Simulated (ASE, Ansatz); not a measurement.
## The unslipped end of a generalised stacking fault on (110) of a LiCl-LiBr solid solution (56 atoms): a single point

Wanted: forces, charges and levels of the unslipped end of a generalised stacking fault on (110) of a LiCl-LiBr solid solution (56 atoms).

Method: Kohn-Sham DFT, PBE, PAW (set soft_2), plane waves, in Ansatz 0.2.0.

## (1) Set-up

The cell holds 56 atoms: 28 Li, 10 Br and 18 Cl. Its edges and angles: a = 7.448 Å, b = 5.266 Å, c = 26.267 Å, α = 90.0°, β = 90.0°, γ = 90.0°. It derives from LiCl and LiBr. Rock-salt LiCl lattice (a = 5.2663 Å, the value set for the mixture), cell with z along [110], 2 x 1 x 7 periods; the third cell vector is tilted by 0.000 of 1/2[1-10] and lengthened by 0.2 Å, so the stacking has no slip; displaced by a Gaussian of 0.01 Å; 10 of 28 Cl sites given to Br at random (lattice constant by Vegard's rule between LiCl and LiBr).

Before any run, some limits are plain. The cell is under 6 Å thick along one periodic direction, so every atom has periodic images of itself close by, which move with it and show among its neighbours and in g(r). The host structure and its lattice constant were typed by rule, without a check against the phase diagram.

## (2) Plane-wave single point

One self-consistent run at the given positions yields energy and forces.

File input.yaml:

```yaml
crystal:
  lattice:
    - [7.44767, 0.0, 0.0]
    - [0.0, 5.2663, 0.0]
    - [0.0, 0.0, 26.26686]
  atoms:
    - { symbol: Li, position: [0.00179, 0.00218, 0.992] }
    - { symbol: Br, position: [0.74986, 0.0014, 0.07085] }
    - { symbol: Li, position: [0.00037, 0.99891, 0.14148] }
    - { symbol: Cl, position: [0.74883, 0.00223, 0.21221] }
    - { symbol: Li, position: [0.00089, 0.00101, 0.28303] }
    - { symbol: Cl, position: [0.74914, 0.00063, 0.35393] }
    - { symbol: Li, position: [0.99862, 0.00064, 0.42515] }
    - { symbol: Cl, position: [0.75002, 0.00185, 0.49638] }
    - { symbol: Li, position: [0.00199, 0.00041, 0.56668] }
    - { symbol: Cl, position: [0.75108, 0.00094, 0.63754] }
    - { symbol: Li, position: [0.00132, 0.00077, 0.70841] }
    - { symbol: Cl, position: [0.75018, 0.99799, 0.77951] }
    - { symbol: Li, position: [0.99932, 0.9998, 0.85007] }
    - { symbol: Cl, position: [0.74979, 0.00101, 0.92026] }
    - { symbol: Li, position: [0.50176, 0.00418, 0.99257] }
    - { symbol: Br, position: [0.2509, 0.00428, 0.07067] }
    - { symbol: Li, position: [0.49881, 0.00107, 0.14098] }
    - { symbol: Cl, position: [0.24836, 0.00244, 0.2126] }
    - { symbol: Li, position: [0.4992, 0.00086, 0.28323] }
    - { symbol: Br, position: [0.24881, 0.99656, 0.35332] }
    - { symbol: Li, position: [0.49867, 0.00205, 0.42486] }
    - { symbol: Cl, position: [0.25159, 0.99816, 0.49573] }
    - { symbol: Li, position: [0.50034, 0.00032, 0.5666] }
    - { symbol: Cl, position: [0.2522, 0.00087, 0.63782] }
    - { symbol: Li, position: [0.50129, 0.99943, 0.70851] }
    - { symbol: Cl, position: [0.25001, 0.99911, 0.77891] }
    - { symbol: Li, position: [0.49581, 0.99848, 0.84995] }
    - { symbol: Cl, position: [0.24978, 0.99613, 0.92143] }
    - { symbol: Li, position: [0.25286, 0.5052, 0.07052] }
    - { symbol: Cl, position: [0.00283, 0.4995, 0.14101] }
    - { symbol: Li, position: [0.25043, 0.5011, 0.2122] }
    - { symbol: Cl, position: [6.0e-05, 0.50118, 0.28328] }
    - { symbol: Li, position: [0.24866, 0.49792, 0.35374] }
    - { symbol: Br, position: [0.99727, 0.49807, 0.42484] }
    - { symbol: Li, position: [0.25183, 0.49838, 0.49532] }
    - { symbol: Cl, position: [0.99965, 0.49676, 0.56652] }
    - { symbol: Li, position: [0.25331, 0.49957, 0.63784] }
    - { symbol: Cl, position: [0.99857, 0.50368, 0.70815] }
    - { symbol: Li, position: [0.25009, 0.50033, 0.77933] }
    - { symbol: Cl, position: [0.00098, 0.49983, 0.85063] }
    - { symbol: Li, position: [0.2484, 0.50126, 0.92124] }
    - { symbol: Cl, position: [0.00152, 0.50093, 0.99157] }
    - { symbol: Li, position: [0.75115, 0.50282, 0.07082] }
    - { symbol: Br, position: [0.49923, 0.50002, 0.14193] }
    - { symbol: Li, position: [0.74991, 0.49862, 0.21185] }
    - { symbol: Br, position: [0.50017, 0.50284, 0.28276] }
    - { symbol: Li, position: [0.7512, 0.49897, 0.3542] }
    - { symbol: Br, position: [0.49813, 0.50279, 0.42484] }
    - { symbol: Li, position: [0.75075, 0.49823, 0.49621] }
    - { symbol: Cl, position: [0.49881, 0.49874, 0.56729] }
    - { symbol: Li, position: [0.75, 0.49871, 0.6377] }
    - { symbol: Br, position: [0.49983, 0.49958, 0.70849] }
    - { symbol: Li, position: [0.74988, 0.50001, 0.77954] }
    - { symbol: Br, position: [0.49773, 0.50152, 0.85002] }
    - { symbol: Li, position: [0.74891, 0.49745, 0.92088] }
    - { symbol: Br, position: [0.49916, 0.50399, 0.99235] }
kpoints:
  mp_grid: { grid: [2, 3, 1] }
hamiltonian:
  xc: pbe
scf:
  occupations: { method: gaussian, width: 0.025 }
output:
  forces: true
  stress: true
  populations: true
  dos:
    method: { smearing: { sigma: 0.08 } }
    de: 0.1
    projected: { site_lists: { Br: [Br], Cl: [Cl], Li: [Li] } }
  eigenvalues: true
  write_density: true
  write_potential: true
  volumetric_format: npy
```

Run with:

```
ansatz run input.yaml --threads 8 --pin off --max-ram 15872MiB --backend cpu --events-out ev --progress --plain --runs-dir out
```

Numbers of over 12 decimals in the logs are rounded to 6 here.

The log of the run:

```text
Engine: ansatz 0.2.0, aarch64-unknown-linux-gnu
Pseudopotentials: kind: paw
Pseudopotential: Li, paw, valence charge 3, recommended cutoff 420 eV (normal), Li.paw.azcp
Pseudopotential: Br, paw, valence charge 7, recommended cutoff 420 eV (normal), Br.paw.azcp
Pseudopotential: Cl, paw, valence charge 7, recommended cutoff 420 eV (normal), Cl.paw.azcp
[... 5 lines on functional and potentials left out ...]
Crystal: 56 atoms, lattice volume = 1030.230 Å³
Basis set: ecut = 420 eV, 20163 PW (Γ), exchange–correlation on 100×72×360 points (8 copies of the dense FFT grid, shifted against one another)
Bands: 196, of which v1, the nominal top of the filled ones, is band 140 counted from 1 (139 counted from 0)
Symmetry: 1 space group operations
Space group: P1 (ITA 1), of the structure as read, at distance tolerance 1.0e-4 Å
k-points: 4 of 6 (time reversal used)
[... 7 lines on functional and potentials left out ...]
Initial density: superposition of atomic densities (neutral atoms: chi_scale 0, normalization atom), corrected by the library's trained network
Initial wavefunctions: pseudopotential atomic-orbital guess
Functional: x = pbe(κ = 0.804, μ = 0.219515), c = pbe(β = 0.066725)
SCF iter   1: F=—  HF=-53089.728633 eV  |F-HF|=—  |Δ(HF+E_count)|=         —  Δρ=2.95e-4  dr2=2.31e-3  ethr=1.77e-3  ⟨swp⟩=8.5  Hψ=3694  notcnv=0  defer=124
preconditioner: auto → Resta (q_TF=auto, 2.196 Å⁻¹)  ε∞=2.9  [insulator: Δε(μ)=5.398 eV  Ē_g=12.503 eV  σ=0.025 eV  W_gap=1.00  n_scr=184 (ndim 8)  ℏωp=17.3 eV  f_vac=0.000  D(μ)=0.00/eV (n_scr^D=0)  ε∞_Penn≈2.9]
SCF iter   2: F=—  HF=-53089.726459 eV  |F-HF|=—  |Δ(HF+E_count)|=   2.17e-3  Δρ=2.12e-4  dr2=1.28e-3  ethr=8.24e-7  ⟨swp⟩=3.5  Hψ=1816  notcnv=0  defer=161
SCF iter   3: F=—  HF=-53089.725910 eV  |F-HF|=—  |Δ(HF+E_count)|=   5.49e-4  Δρ=1.34e-4  dr2=2.67e-4  ethr=4.55e-7  ⟨swp⟩=2.0  Hψ=1037  notcnv=0  defer=161
SCF iter   4: F=—  HF=-53089.725851 eV  |F-HF|=—  |Δ(HF+E_count)|=   5.93e-5  Δρ=6.02e-5  dr2=7.06e-5  ethr=9.54e-8  ⟨swp⟩=2.8  Hψ=1008  notcnv=0  defer=161
SCF iter   5: F=—  HF=-53089.725226 eV  |F-HF|=—  |Δ(HF+E_count)|=   6.25e-4  Δρ=1.93e-5  dr2=4.97e-6  ethr=2.52e-8  ⟨swp⟩=2.0  Hψ=1246  notcnv=0  defer=169
SCF iter   6: F=—  HF=-53089.725225 eV  |F-HF|=—  |Δ(HF+E_count)|=   5.05e-7  Δρ=3.79e-6  dr2=2.38e-7  ethr=1.78e-9  ⟨swp⟩=2.0  Hψ=1076  notcnv=0  defer=188
SCF iter   7: F=-53089.725225 eV  HF=-53089.725225 eV  |F-HF|=1.17e-8  |Δ(HF+E_count)|=   4.64e-9  Δρ=1.76e-6  dr2=3.14e-8  ethr=3.57e-11  ⟨swp⟩=27.0  Hψ=8158  notcnv=0
SCF 1 converged in 7 iterations: F = -53089.725225 eV  dr2 = 3.14e-8
  greatest PAW one-centre occupation: 1.000 electrons in one spin orbital (limit 2), on the Li atom at site 28 (counted from 0), in its partial waves of l = 0
SCF converged after 7 iterations
Free energy (F): -53089.725225 eV
Harris-Foulkes:  -53089.725225 eV  (|F-HF|=1.17e-8)
Internal energy: -53089.725225 eV  (E = F + TS)
E sigma→0 (E₀):  -53089.725225 eV
Fermi energy:    4.796819 eV
--- Per-component energies (eV) ---
  E_band       = -2893.271129
  E_kinetic    = 4862.729813
  E_local      = -9105.512979  (includes V_loc(G=0)·N_el)
  E_nonlocal   = 286.854533
  E_hartree    = 2564.377455
  E_xc         = -4895.812322
  E_vxc        = -3647.932874  (∫ρ·V_xc dr)
  E_paw        = -34923.254412  (= ΣΔE_a)
  E_vpaw       = -418.173503  (= ΣTr[D̂ρ^β])
  E_aug_tail   = 0.002014  (compensation charges beyond the density's cutoff)
  E_ewald      = -11879.109327
  E_smearing   = -0.000000  (= −TS)
  E_closure    = 0.000000  (closes the sum)
  Σ components = -53089.725225   (vs F -53089.725225, Δ=0.00e0)
--- Forces (eV/Å), atoms counted from 1 ---
  atom   1  Li    -0.00396564    -0.00391000    -0.14389874
  atom   2  Br     0.09182321     0.00279620    -0.28072156
  atom   3  Li     0.00389275     0.00792466     0.22020980
  atom   4  Cl     0.08317864    -0.01459288     0.02142958
  atom   5  Li    -0.14643795    -0.00045323    -0.14148747
  atom   6  Cl     0.02494522     0.00775063    -0.00971846
  atom   7  Li    -0.11909670    -0.01883809     0.11296068
  atom   8  Cl    -0.00398312    -0.02836388     0.02744104
  atom   9  Li    -0.01304773     0.00018524     0.01527425
  atom  10  Cl     0.02706101    -0.01293611    -0.02270734
  atom  11  Li    -0.01280615    -0.00487595    -0.01025875
  atom  12  Cl     0.05828069     0.03282943    -0.00615424
  atom  13  Li    -0.00739683    -0.00194654     0.00425580
  atom  14  Cl     0.04937675     0.01032817     0.10128289
[...]
atom  55  Li     0.25746742     0.00756905     0.03802461
  atom  56  Br     0.04420011    -0.03551979     0.19337703
  max |Σ_I F_I| component: 1.62e-4 eV/Å
--- Stress (GPa, compression-positive) ---
        0.447733      -0.003546       0.003916
       -0.003546       0.275854       0.000949
        0.003916       0.000949       0.067129
  P = ⅓ Tr σ = 0.2636 GPa (2.636 kbar)
--- Band table (eV) ---
  k-point 0: bands = ["-42.2319", "-42.2185", "-42.2085", "-42.1901", [... 180 levels ...], "11.0999", "11.1422", "11.2609", "11.2902", "11.2959", "11.3685", "11.3821", "11.3915", "11.4128", "11.4437", "11.4692", "11.4773"]
[...]
--- Löwdin populations: 56 sites ---
  site symbol       q [e]
     0     Li      2.3305
     1     Br      7.5490
     2     Li      2.3397
[...]
55     Br      7.5479
  spilling = 0.006197 (of n_electrons = 280.000000)
```

Wall time 25 s (8 threads of Arm Neoverse V2, shared host); peak memory 3 GiB; 3.1 min of CPU time.

Reading the cycles: dr2 is the Hartree energy of the density residual (eV), the measure of convergence; HF is the Harris–Foulkes estimate of the energy, which meets the free energy F at convergence.

Numbers from this run:

- free energy: -53089.7252 eV
- free energy per atom: -948.0308 eV/atom
- SCF cycles: 7
- pressure: 0.2636 GPa
- r.m.s. force component: 0.09155 eV/Å
- longest force: 0.2954 eV/Å
- Fermi energy: 4.797 eV
- gap (highest filled to lowest empty level): 5.426 eV
- spilling of the projection: 0.006197

Length of the force by element:

| element | coordination | atoms | mean length of the force (eV/Å) | spread | least | most |
| --- | --- | --- | --- | --- | --- | --- |
| Br | all | 10 | 0.128 | 0.0926 | 0.0245 | 0.295 |
| Cl | all | 18 | 0.0681 | 0.0248 | 0.0279 | 0.117 |
| Li | all | 28 | 0.173 | 0.0889 | 0.0088 | 0.279 |

Löwdin charges by element (they lack the spilled electrons, 0.031 e an atom on average):

```csv
element,coordination,atoms,mean charge (e),spread,least,most
Br,all,10,-0.545,0.0026,-0.549,-0.542
Cl,all,18,-0.629,0.0015,-0.632,-0.626
Li,all,28,0.661,0.0148,0.628,0.686
```

Charge against the make-up of the first shell:

| Br neighbours of Li | atoms | mean charge (e) |
| --- | --- | --- |
| 0 | 4 | 0.686 |
| 1 | 3 | 0.674 |
| 2 | 12 | 0.663 |
| 3 | 4 | 0.65 |
| 4 | 4 | 0.641 |
| 5 | 1 | 0.628 |

Density of states as counts of states in windows of 1 eV (from the Fermi level), total and the larger projections:

```
from (eV)  to (eV)  total  Cl p  Br p  Li s
      -10       -7    0.0   0.0   0.0   0.0
       -7       -6    0.1   0.0   0.0   0.0
       -6       -5   45.3  26.2  14.8   3.6
       -5       -4   52.9  36.2  14.1   1.4
       -4       -3   67.2  40.2  26.1   0.2
       -3       -2    2.6   0.6   2.0   0.0
       -2        2    0.0   0.0   0.0   0.0
        2        3    0.3   0.0   0.0   0.2
        3        4   10.8   0.4   0.2   3.9
        4        5   38.1   0.9   0.5  14.2
```

The curve was stored every 0.100 eV, coarse against its broadening of 0.08 eV, so these counts are rough.

Between -26 and -10 eV lie 56 more states.

About 56 of the 280 electrons lie in deeper levels, below the stored range.

The levels nearest the highest filled one (over half full), pooled over k-points and spins:

```csv
level less the highest filled one (eV),occupation
-0.284,2
-0.231,2
-0.189,2
-0.178,2
-0.132,2
0,2
5.43,0
5.85,0
5.92,0
6.17,0
6.21,0
6.25,0
```

Electrostatic potential energy in the ca plane at fractional y = 0.000, with atoms of Li and Br and Cl within 0.2 Å of it. With pseudopotentials it is smooth inside the atoms' cores, unlike the true potential.

Ten even steps from '0' (-54 eV) to '9' (7 eV), each cell a mean:
```
58999999854589999996457999999744699999985468
89999999987899999998779999999877899999998789
99986578999999877999999987789999999778999999
99951016999998423699999852258999996324899999
99830004899996201489999730038999984101699999
99840005999997201599999831148999995112799999
99973248999998645899999974479999998546899999
89998889998999989999889999999988999989999899
68999999875789999997668999999866799999986579
47999999853589999986347999999643699999974358
57999999854589999996447999999744699999985468
89999999987899999998779999999877899999998789
99986578999999877999999975689999998768999999
99950016999998423699999720038999996224899999
99830004899996201489999600017999984102699999
99840005999997201599999710017999995112799999
99973248999998645899999852269999998546999999
89998889998999989999889998899988999999998899
68999999875689999997568999999866799999986578
47999999853489999986347999999743689999974358
```
Columns run along c (16.0 Å, from fractional 0.00 to 0.61 of the cell; values clipped at the 3rd and 97th percentile), rows up along a (7.4 Å). Atoms in or near the plane, at fractional coordinates: Br at (0.07, 0.75), Li at (0.14, 0.00), Cl at (0.21, 0.75), Li at (0.28, 0.00), Cl at (0.35, 0.75), Li at (0.43, 0.00), Cl at (0.50, 0.75), Li at (0.57, 0.00), Br at (0.07, 0.25), Li at (0.14, 0.50), Cl at (0.21, 0.25), Li at (0.28, 0.50), Br at (0.35, 0.25), Li at (0.42, 0.50) and more.

Valence density in the ca plane at fractional y = 0.000, with atoms of Li and Br and Cl within 0.2 Å of it. It is the smooth field of the valence electrons, not physical close to the nuclei.

Ten steps, logarithmic in the rise over the least value, from '0' (0.0 e/Å³) to '9' (7.6 e/Å³), each cell a mean:
```
00000388400000017861000000587200000048830000
22221022112232102310123211131012322112201223
45542100124554310002355532000134554210012455
66664100135666420013566653100246666410014666
64565200246546530013663664100356456420024654
65664200246656530013565663100256566420024665
56653100135665420002466642100245665310013566
34432000013443210001234321000123443100002344
11110166201111015640011110365101111026620111
00000499600000028971000001798300000059950000
00000388500110027861000001587200000048830000
22221023112332112311123211132012332112201223
45542100134554320002355532000134554210012455
66664200245555421013566653100246666410024666
64565200245435531013663663100356456420025654
65664200245545531013565653100256566420024665
56653100135555420002466642000245665310013566
34432001123443210001234321010123443100002344
11110266311221114640011100465101111026620111
00000499600000028971000001798300000059950000
```
Columns run along c (16.0 Å, from fractional 0.19 to 0.80 of the cell), rows up along a (7.4 Å). Atoms in or near the plane, at fractional coordinates: Cl at (0.21, 0.75), Li at (0.28, 0.00), Cl at (0.35, 0.75), Li at (0.43, 0.00), Cl at (0.50, 0.75), Li at (0.57, 0.00), Cl at (0.64, 0.75), Li at (0.71, 0.00), Cl at (0.78, 0.75), Cl at (0.21, 0.25), Li at (0.28, 0.50), Br at (0.35, 0.25), Li at (0.42, 0.50), Cl at (0.50, 0.25) and more.

Mean Löwdin charges: Br -0.55, Cl -0.63, Li +0.66 e (they miss 0.62 % of the electrons, so they add up to more than the cell's charge). The charge on Li changes by -0.011 e for each Br neighbour that takes the place of another kind, on average.

(Continued in part 2 of 2.)

[Logs are printed without paths, hosts, clocks, repeated set-up lines and the standing remarks that a program may print on its own settings, such as how far it seeks lower states.]

[Hosts, paths, dates, database ids (printed as entryN), source tags and the programs' standing remarks are cut or masked in the printed files.]
